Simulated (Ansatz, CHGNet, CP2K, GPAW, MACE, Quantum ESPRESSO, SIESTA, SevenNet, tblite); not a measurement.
## Random packing of B74C26 (at. %) (103 atoms): runs against a plane-wave reference

Density of this cell: 2.19 g/cm³. The cell holds 103 atoms: 76 B and 27 C. Its edges and angles: a = 9.542 Å, b = 9.542 Å, c = 9.542 Å, α = 90.0°, β = 90.0°, γ = 90.0°. 103 atoms (76 B, 27 C) packed at random in a cube at 2.19 g/cm³ and pushed apart as soft spheres; a start for melting by ab initio MD, not an equilibrated structure. Then every atom was moved at random, 0.05 Å r.m.s. a Cartesian component.

Geometry: as built.

The reference, a calculation:

```
method                 : Kohn-Sham DFT, PBE, PAW, plane waves (Ansatz 0.2.0); cutoff 420 eV, Γ point, fermi-dirac smearing of 0.05 eV; PAW set soft_2
r.m.s. force component : 1.347 eV/Å
longest force          : 5.655 eV/Å
pressure               : -21.56 GPa
SCF cycles             : 8
time                   : 14 s on 4 threads of Arm Neoverse N1, shared host
CPU time               : 52 s
```

Runs, in no order:
A. QE PBE+D3(BJ), sssp-1.3.0-efficiency, 45/360 Ry: Kohn-Sham DFT, PBE+D3(BJ), SSSP efficiency 1.3.0 pseudopotentials, plane waves
B. QE PBE, sssp-1.3.0-efficiency, 45/360 Ry: Kohn-Sham DFT, PBE, SSSP efficiency 1.3.0 pseudopotentials, plane waves
C. SIESTA PBE, SZP, shift 0.01 Ry, mesh 300 Ry: Kohn-Sham DFT, PBE, PseudoDojo 0.4.1 norm-conserving pseudopotentials (converted to PSML), numerical atomic orbitals (SZP), diagonalisation
D. SIESTA PBE, DZ, shift 0.01 Ry, mesh 300 Ry: Kohn-Sham DFT, PBE, PseudoDojo 0.4.1 norm-conserving pseudopotentials (converted to PSML), numerical atomic orbitals (DZ), diagonalisation
E. CP2K PBE, DZVP-UZH, 450/50 Ry, diagonalisation: Kohn-Sham DFT, PBE, GTH-PBE pseudopotentials, Gaussian and plane waves, DZVP-MOLOPT (UZH set), diagonalisation

Q: Order them from the smallest to the largest r.m.s. force difference.

B, E, A, D, C.

| run | Δ force, r.m.s. (meV/Å) | share of r.m.s. force (%) | CPU time |
| --- | --- | --- | --- |
| B. QE PBE, sssp-1.3.0-efficiency, 45/360 Ry | 11.7 | 0.868 | 6.4 min |
| E. CP2K PBE, DZVP-UZH, 450/50 Ry, diagonalisation | 54.6 | 4.05 | 21 min |
| A. QE PBE+D3(BJ), sssp-1.3.0-efficiency, 45/360 Ry | 135 | 10.0 | 6.4 min |
| D. SIESTA PBE, DZ, shift 0.01 Ry, mesh 300 Ry | 286 | 21.2 | 5.2 min |
| C. SIESTA PBE, SZP, shift 0.01 Ry, mesh 300 Ry | 655 | 48.6 | 14 min |

The electronic-structure runs sample only Γ, in a cell whose shortest periodic width is 10 Å, which is coarse for a cell with partly filled levels.

[Logs are printed without paths, hosts, clocks, repeated set-up lines and the standing remarks that a program may print on its own settings, such as how far it seeks lower states.]

[Hosts, paths, dates, database ids (printed as entryN), source tags and the programs' standing remarks are cut or masked in the printed files.]
